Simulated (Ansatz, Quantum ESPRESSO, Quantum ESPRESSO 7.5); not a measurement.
# Conductance against width: vacuum gaps between two Mo(110) faces

Aim: how the conductance falls as the barrier grows, for vacuum gaps between two Mo(110) faces.

Method: plane-wave DFT, PBE, PseudoDojo norm-conserving pseudopotentials (cross-check by Ansatz 0.2.0 with PAW datasets), in Quantum ESPRESSO 7.5.

**1. Starting point**

The cell holds 16 atoms: 16 Mo. Its edges and angles: a = 3.160 Å, b = 2.737 Å, c = 38.017 Å, α = 90.0°, β = 90.0°, γ = 54.7°. It derives from Mo. Regions: left lead, 8 atoms (8 Mo); right lead, 8 atoms (8 Mo). The structure is stacked, and the current runs, along c.

**2. Self-consistent run, 4.5 Å**

One periodic cell holds a lead period, the junction and more lead; the atoms stay as built.

j0.scf.in

```
&control
  prefix = 'j0.scf'
  outdir = './out'
  pseudo_dir = './pseudo'
  calculation = 'scf'
  tprnfor = .true.
/
&system
  ibrav = 0
  nat = 16
  ntyp = 1
  ecutwfc = 72
  ecutrho = 288
  occupations = 'smearing'
  smearing = 'mv'
  degauss = 0.01
/
&electrons
  conv_thr = 1e-07
  mixing_beta = 0.25
  electron_maxstep = 120
  mixing_mode = 'local-TF'
/
ATOMIC_SPECIES
  Mo  95.9500  Mo.dojo-sr-pbe-0.4.1-standard.upf
CELL_PARAMETERS angstrom
  3.16000000000000 0.00000000000000 0.00000000000000
  1.58000000000000 2.23445742854949 0.00000000000000
  0.00000000000000 0.00000000000000 38.01686142824235
ATOMIC_POSITIONS crystal
  Mo  0.000000000000 0.000000000000 0.000000000000
  Mo  0.500000000000 0.000000000000 0.058775431338
  Mo  0.000000000000 0.000000000000 0.117550862675
  Mo  0.500000000000 0.000000000000 0.176326294013
  Mo  0.000000000000 0.000000000000 0.235101725351
  Mo  0.500000000000 0.000000000000 0.293877156688
  Mo  0.000000000000 0.000000000000 0.352652588026
  Mo  0.500000000000 0.000000000000 0.411428019364
  Mo  0.000000000000 0.000000000000 0.529796549299
  Mo  0.500000000000 0.000000000000 0.588571980636
  Mo  0.000000000000 0.000000000000 0.647347411974
  Mo  0.500000000000 0.000000000000 0.706122843312
  Mo  0.000000000000 0.000000000000 0.764898274649
  Mo  0.500000000000 0.000000000000 0.823673705987
  Mo  0.000000000000 0.000000000000 0.882449137325
  Mo  0.500000000000 0.000000000000 0.941224568662
K_POINTS automatic
  9 11 1 0 0 0
```

The run is started by

```bash
$ OMP_NUM_THREADS=1 mpirun -n 8 pw.x -nk 4 -in j0.scf.in > j0.scf.out
```

The program printed:

```text
Program PWSCF v.7.5 starts
[citation notice left out]

     Parallel version (MPI & OpenMP), running on       8 processor cores
     Number of MPI processes:                 8
     Threads/MPI process:                     1

     MPI processes distributed on     1 nodes
[...]
Current dimensions of program PWSCF are:
     Max number of different atomic species (ntypx) = 10
     Max number of k-points (npk) =  40000
     Max angular momentum in pseudopotentials (lmaxx) =  4
     Message from routine setup:
     using ibrav=0 with symmetry is DISCOURAGED, use correct ibrav instead

     K-points division:     npool     =       4
     R & G space division:  proc/nbgrp/npool/nimage =       2
     Subspace diagonalization in iterative solution of the eigenvalue problem:
     a serial algorithm will be used

     Parallelization info
     --------------------
     sticks:   dense  smooth     PW     G-vecs:    dense   smooth      PW
     Min         285     285     90                74581    74581   13446
     Max         286     286     91                74606    74606   13453
     Sum         571     571    181               149187   149187   26899

     Using Slab Decomposition

     bravais-lattice index     =            0
     lattice parameter (alat)  =       5.9715  a.u.
     unit-cell volume          =    1811.4737 (a.u.)^3
     number of atoms/cell      =           16
     number of atomic types    =            1
     number of electrons       =       224.00
     number of Kohn-Sham states=          134
     kinetic-energy cutoff     =      72.0000  Ry
     charge density cutoff     =     288.0000  Ry
     scf convergence threshold =      1.0E-07
     mixing beta               =       0.2500
     number of iterations used =            8  local-TF  mixing
     Exchange-correlation= PBE
                           (   1   4   3   4   0   0   0)

     celldm(1)=   5.971535  celldm(2)=   0.000000  celldm(3)=   0.000000
     celldm(4)=   0.000000  celldm(5)=   0.000000  celldm(6)=   0.000000

     crystal axes: (cart. coord. in units of alat)
               a(1) = (   1.000000   0.000000   0.000000 )
               a(2) = (   0.500000   0.707107   0.000000 )
               a(3) = (   0.000000   0.000000  12.030652 )

     reciprocal axes: (cart. coord. in units 2 pi/alat)
               b(1) = (  1.000000 -0.707107  0.000000 )
               b(2) = (  0.000000  1.414214  0.000000 )
               b(3) = (  0.000000  0.000000  0.083121 )

     PseudoPot. # 1 for Mo read from file:
     ./pseudo/Mo.dojo-sr-pbe-0.4.1-standard.upf
     Pseudo is Norm-conserving + core correction, Zval = 14.0
     Generated using ONCVPSP code by D. R. Hamann
     Using radial grid of 1640 points,  6 beta functions with:
                l(1) =   0
                l(2) =   0
                l(3) =   1
                l(4) =   1
                l(5) =   2
                l(6) =   2

     atomic species   valence    mass     pseudopotential
     Mo               14.00    95.95000     Mo( 1.00)

      4 Sym. Ops. (no inversion) found

   Cartesian axes

     site n.     atom                  positions (alat units)
         1        Mo     tau(   1) = (   0.0000000   0.0000000   0.0000000  )
         2        Mo     tau(   2) = (   0.5000000   0.0000000   0.7071068  )
         3        Mo     tau(   3) = (   0.0000000   0.0000000   1.4142136  )
         4        Mo     tau(   4) = (   0.5000000   0.0000000   2.1213203  )
         5        Mo     tau(   5) = (   0.0000000   0.0000000   2.8284271  )
         6        Mo     tau(   6) = (   0.5000000   0.0000000   3.5355339  )
         7        Mo     tau(   7) = (   0.0000000   0.0000000   4.2426407  )
         8        Mo     tau(   8) = (   0.5000000   0.0000000   4.9497475  )
         9        Mo     tau(   9) = (   0.0000000   0.0000000   6.3737981  )
        10        Mo     tau(  10) = (   0.5000000   0.0000000   7.0809049  )
        11        Mo     tau(  11) = (   0.0000000   0.0000000   7.7880117  )
        12        Mo     tau(  12) = (   0.5000000   0.0000000   8.4951184  )
        13        Mo     tau(  13) = (   0.0000000   0.0000000   9.2022252  )
        14        Mo     tau(  14) = (   0.5000000   0.0000000   9.9093320  )
        15        Mo     tau(  15) = (   0.0000000   0.0000000  10.6164388  )
        16        Mo     tau(  16) = (   0.5000000   0.0000000  11.3235456  )

     number of k points=    50  Marzari-Vanderbilt smearing, width (Ry)=  0.0100
                       cart. coord. in units 2pi/alat
        k(    1) = (   0.0000000   0.0000000   0.0000000), wk =   0.0202020
        k(    2) = (   0.0000000   0.1285649   0.0000000), wk =   0.0404040
        k(    3) = (   0.0000000   0.2571297   0.0000000), wk =   0.0404040
        k(    4) = (   0.0000000   0.3856946   0.0000000), wk =   0.0404040
        k(    5) = (   0.0000000   0.5142595   0.0000000), wk =   0.0404040
        k(    6) = (   0.0000000   0.6428243   0.0000000), wk =   0.0404040
        k(    7) = (   0.1111111  -0.0785674   0.0000000), wk =   0.0404040
        k(    8) = (   0.1111111   0.0499974   0.0000000), wk =   0.0404040
        k(    9) = (   0.1111111   0.1785623   0.0000000), wk =   0.0404040
        k(   10) = (   0.1111111   0.3071272   0.0000000), wk =   0.0404040
[...]
k(   50) = (   0.4444444  -0.4428345   0.0000000), wk =   0.0404040

     Dense  grid:   149187 G-vectors     FFT dimensions: (  36,  27, 400)

     Estimated max dynamical RAM per process >     434.56 MB

     Estimated total dynamical RAM >       3.29 GB

     Initial potential from superposition of free atoms

     starting charge     223.9771, renormalised to     224.0000
     Starting wfcs are  160 randomized atomic wfcs

     total cpu time spent up to now is       17.3 secs

     per-process dynamical memory:   364.3 Mb

     Self-consistent Calculation

     iteration #  1     ecut=    72.00 Ry     beta= 0.25
     Davidson diagonalization with overlap
     ethr =  1.00E-02,  avg # of iterations =  2.9

     total cpu time spent up to now is       61.3 secs

     total energy              =   -2249.12761440 Ry
     estimated scf accuracy    <       8.39302253 Ry

     iteration #  2     ecut=    72.00 Ry     beta= 0.25
[...]
total energy              =   -2248.79327612 Ry
     estimated scf accuracy    <       3.18706675 Ry

     iteration #  3     ecut=    72.00 Ry     beta= 0.25
[...]
total energy              =   -2248.64084983 Ry
[...]
17.6671  17.8216  17.8451  18.0081  18.0164  18.0419  18.1215  18.1328
    18.1482  18.1483  18.2143  18.2276  18.2434  18.2551  18.2682  18.2729
    18.2802  18.3338  18.4873  18.4952  18.6212  18.6312  18.6336  18.6526
    18.7875  19.0920  19.1104  19.1471  19.3869  19.4742  19.8177  19.8454
    19.8948  19.9112  19.9744  20.0887  20.1569  20.2717  20.4071  20.4074
    20.5039  20.6002  20.7082  20.7665  20.7813  20.8094

          k = 0.0000 0.2571 0.0000 ( 18545 PWs)   bands (ev):

   -41.5851 -41.5849 -41.5658 -41.5536 -41.5365 -41.5175 -41.4935 -41.4634
   -41.4361 -41.4153 -41.3940 -41.3726 -41.3562 -41.3457 -41.3435 -41.3412
   -16.1652 -16.1411 -16.0949 -16.0318 -15.9523 -15.8629 -15.7661 -15.6592
   -15.5621 -15.5143 -15.5106 -15.4909 -15.4821 -15.4634 -15.4287 -15.4212
   -15.3906 -15.3867 -15.3630 -15.3482 -15.3465 -15.3420 -15.3097 -15.3094
   -15.2944 -15.2434 -15.2418 -15.2415 -15.2324 -15.2301 -15.2263 -15.2218
   -15.2179 -15.2077 -15.1995 -15.1723 -15.1582 -15.1489 -15.1252 -15.1189
   -15.0874 -15.0798 -15.0656 -15.0548 -15.0534 -15.0263 -14.9815 -14.9486
    13.7518  13.8572  14.0244  14.2621  14.5259  14.8426  15.1231  15.2338
    15.2986  15.3792  15.4397  15.5201  15.6213  15.6514  15.8557  15.9164
    17.1762  17.1991  17.2933  17.3065  17.4364  17.4940  17.5285  17.6484
    17.7210  17.7455  17.7511  17.8033  17.8070  17.8886  17.8904  17.9078
    17.9956  18.1031  18.1133  18.1151  18.1172  18.1666  18.2205  18.2436
    18.2495  18.3291  18.3683  18.4030  18.4579  18.4658  18.4692  18.5252
    18.7460  18.9240  19.0665  19.1851  19.2009  19.2150  19.2867  19.4582
    19.4867  19.4973  19.5282  19.5635  19.6085  19.6732  19.7665  19.7701
    19.8894  19.9004  19.9302  19.9460  20.0035  20.0907

          k = 0.0000 0.3857 0.0000 ( 18667 PWs)   bands (ev):

   -41.5162 -41.5161 -41.4961 -41.4855 -41.4701 -41.4528 -41.4306 -41.4027
   -41.3777 -41.3589 -41.3395 -41.3196 -41.3043 -41.2931 -41.2888 -41.2885
   -16.0498 -16.0299 -15.9909 -15.9386 -15.8750 -15.8099 -15.7657 -15.7593
   -15.7443 -15.7200 -15.7197 -15.7078 -15.7051 -15.6919 -15.6889 -15.6552
   -15.6510 -15.6308 -15.6021 -15.5660 -15.5262 -15.5244 -15.5242 -15.4919
   -15.4906 -15.4854 -15.4802 -15.4790 -15.4644 -15.4578 -15.4469 -15.4263
   -15.3885 -15.3733 -15.3275 -15.3149 -15.2845 -15.2436 -15.2326 -15.2110
   -15.1889 -15.1795 -15.1770 -15.1543 -15.0862 -15.0276 -14.9829 -14.9511
    14.5909  14.6941  14.8585  15.0837  15.2874  15.3260  15.3658  15.4828
    15.6017  15.6578  15.8230  15.8701  15.9968  16.0124  16.0225  16.0427
    16.0466  16.0705  16.0942  16.1151  16.1832  16.4344  16.6960  16.9626
    17.0837  17.1007  17.1911  17.3696  17.3720  17.4959  17.6225  17.7586
    17.9114  17.9329  18.0907  18.1887  18.2939  18.6752  18.6954  19.0448
    19.1601  19.1659  19.2761  19.3071  19.3442  19.3577  19.3659  19.3699
    19.4040  19.4269  19.4690  19.4775  19.5324  19.5581  19.7324  19.8735
    20.0085  20.0352  20.1593  20.1655  20.1723  20.1925  20.3525  20.3717
    20.5816  20.7390  20.7417  20.7585  20.8503  20.8544

          k = 0.0000 0.5143 0.0000 ( 18726 PWs)   bands (ev):

   -41.4525 -41.4524 -41.4312 -41.4221 -41.4084 -41.3928 -41.3722 -41.3463
   -41.3236 -41.3068 -41.2890 -41.2707 -41.2566 -41.2462 -41.2374 -41.2373
   -16.0760 -16.0756 -16.0524 -16.0348 -16.0115 -15.9852 -15.9529 -15.9414
   -15.9266 -15.9171 -15.8963 -15.8857 -15.8657 -15.8613 -15.8516 -15.7816
   -15.7770 -15.7563 -15.7267 -15.7238 -15.7217 -15.7137 -15.7137 -15.7104
   -15.6961 -15.6892 -15.6481 -15.6409 -15.6006 -15.5669 -15.5450 -15.4902
   -15.4764 -15.4428 -15.3982 -15.3886 -15.3561 -15.3225 -15.3075 -15.3004
   -15.2915 -15.2878 -15.2238 -15.1469 -15.0817 -15.0260 -14.9836 -14.9533
    14.6532  14.7487  14.7626  14.8136  14.9046  14.9075  14.9475  15.0394
    15.0398  15.1150  15.1868  15.2186  15.3415  15.3779  15.4426  15.5725
    15.5803  15.6940  15.7596  15.7727  15.9517  15.9988  16.0343  16.3262
    16.6192  16.6493  16.7325  16.9240  17.0563  17.1918  17.4340  17.5286
    17.9242  17.9338  18.3288  18.3889  18.8467  18.9034  19.1937  19.4358
    19.6368  19.8062  19.8371  19.9503  19.9938  20.0387  20.2139  20.2909
    20.3263  20.5157  20.5489  20.5730  20.7779  20.9320  20.9636  21.0084
    21.1509  21.1845  21.2231  21.3328  21.3690  21.4608  21.5957  21.7047
    21.7851  21.8079  21.8810  22.1869  22.2349  22.2525

          k = 0.0000 0.6428 0.0000 ( 18740 PWs)   bands (ev):

   -41.4144 -41.4144 -41.3922 -41.3841 -41.3714 -41.3567 -41.3372 -41.3125
   -41.2912 -41.2757 -41.2589 -41.2414 -41.2282 -41.2183 -41.2063 -41.2063
   -16.2667 -16.2654 -16.2436 -16.2197 -16.1890 -16.1544 -16.1125 -16.0665
   -16.0212 -15.9802 -15.9433 -15.9086 -15.8837 -15.8767 -15.8734 -15.8566
   -15.8554 -15.8528 -15.8506 -15.8442 -15.8297 -15.8145 -15.7995 -15.7656
   -15.7614 -15.7193 -15.7022 -15.6710 -15.6306 -15.6144 -15.5587 -15.5516
   -15.5103 -15.4648 -15.4603 -15.4219 -15.3879 -15.3740 -15.3658 -15.3570
   -15.3525 -15.2957 -15.2151 -15.1410 -15.0784 -15.0247 -14.9840 -14.9548
    14.3599  14.3795  14.4289  14.4503  14.4654  14.5289  14.5580  14.6114
    14.6721  14.7216  14.8107  14.8652  14.9233  15.0250  15.1046  15.1445
    15.2171  15.3167  15.3569  15.4479  15.6135  15.6255  15.8124  16.2480
    16.3630  16.4792  16.6756  16.6963  16.9511  17.2231  17.2984  17.7188
    17.7393  18.1940  18.3593  18.7390  18.9264  19.3137  19.6199  19.8754
    19.9114  19.9426  20.0603  20.1164  20.1686  20.3371  20.4879  20.5784
    20.6404  20.8293  20.9439  21.0163  21.1490  21.2557  21.2753  21.4522
    21.5810  21.8870  22.0050  22.4557  22.5034  22.5767  22.9129  22.9834
    23.0581  23.2137  23.2448  23.2543  23.4011  23.4224

[...]
the Fermi energy is    19.6164 ev

!    total energy              =   -2248.72647395 Ry
     estimated scf accuracy    <       0.00000009 Ry
     smearing contrib. (-TS)   =      -0.00026516 Ry
     internal energy E=F+TS    =   -2248.72620880 Ry

     The total energy is F=E-TS. E is the sum of the following terms:
     one-electron contribution =   -1400.70757019 Ry
     hartree contribution      =     827.30103674 Ry
     xc contribution           =    -329.62110045 Ry
     ewald contribution        =   -1345.69857491 Ry

     convergence has been achieved in  15 iterations

     Forces acting on atoms (cartesian axes, Ry/au):

     atom    1 type  1   force =     0.00000000    0.00000000   -0.00021006
     atom    2 type  1   force =     0.00000000   -0.00000000    0.00033163
     atom    3 type  1   force =     0.00000000    0.00000000   -0.00027700
     atom    4 type  1   force =     0.00000000    0.00000000   -0.00035157
     atom    5 type  1   force =     0.00000000    0.00000000    0.00011962
     atom    6 type  1   force =     0.00000000    0.00000000    0.00028251
     atom    7 type  1   force =     0.00000000    0.00000000    0.02303542
     atom    8 type  1   force =     0.00000000    0.00000000   -0.00923992
     atom    9 type  1   force =     0.00000000   -0.00000000    0.00923995
     atom   10 type  1   force =     0.00000000    0.00000000   -0.02303598
     atom   11 type  1   force =     0.00000000    0.00000000   -0.00028171
     atom   12 type  1   force =     0.00000000    0.00000000   -0.00011997
     atom   13 type  1   force =     0.00000000   -0.00000000    0.00035197
     atom   14 type  1   force =     0.00000000    0.00000000    0.00027640
     atom   15 type  1   force =     0.00000000    0.00000000   -0.00033143
     atom   16 type  1   force =     0.00000000    0.00000000    0.00021014

     Total force =     0.035113     Total SCF correction =     0.002579

[...]
=------------------------------------------------------------------------------=
   JOB DONE.
=------------------------------------------------------------------------------=
```

Wall time 12 min (8 MPI ranks of Arm Neoverse V2, shared host); peak memory 3.8 GiB.

Read from the output:

- free energy: -30595.4823 eV
- Fermi energy: 19.62 eV

The run needed 15 iterations to bring the estimated error under 1e-07 Ry; the largest force on any atom, held or free, is 0.59 eV/Å.

(Continued in part 2 of 4.)

[Logs are printed without paths, hosts, clocks, repeated set-up lines and the standing remarks that a program may print on its own settings, such as how far it seeks lower states.]

[Hosts, paths, dates, database ids (printed as entryN), source tags and the programs' standing remarks are cut or masked in the printed files.]

[Maps of the electrostatic potential energy from Ansatz leave out the sawtooth potential of an applied field or a dipole correction, so their vacuum need not be flat; planar profiles and work functions include it.]
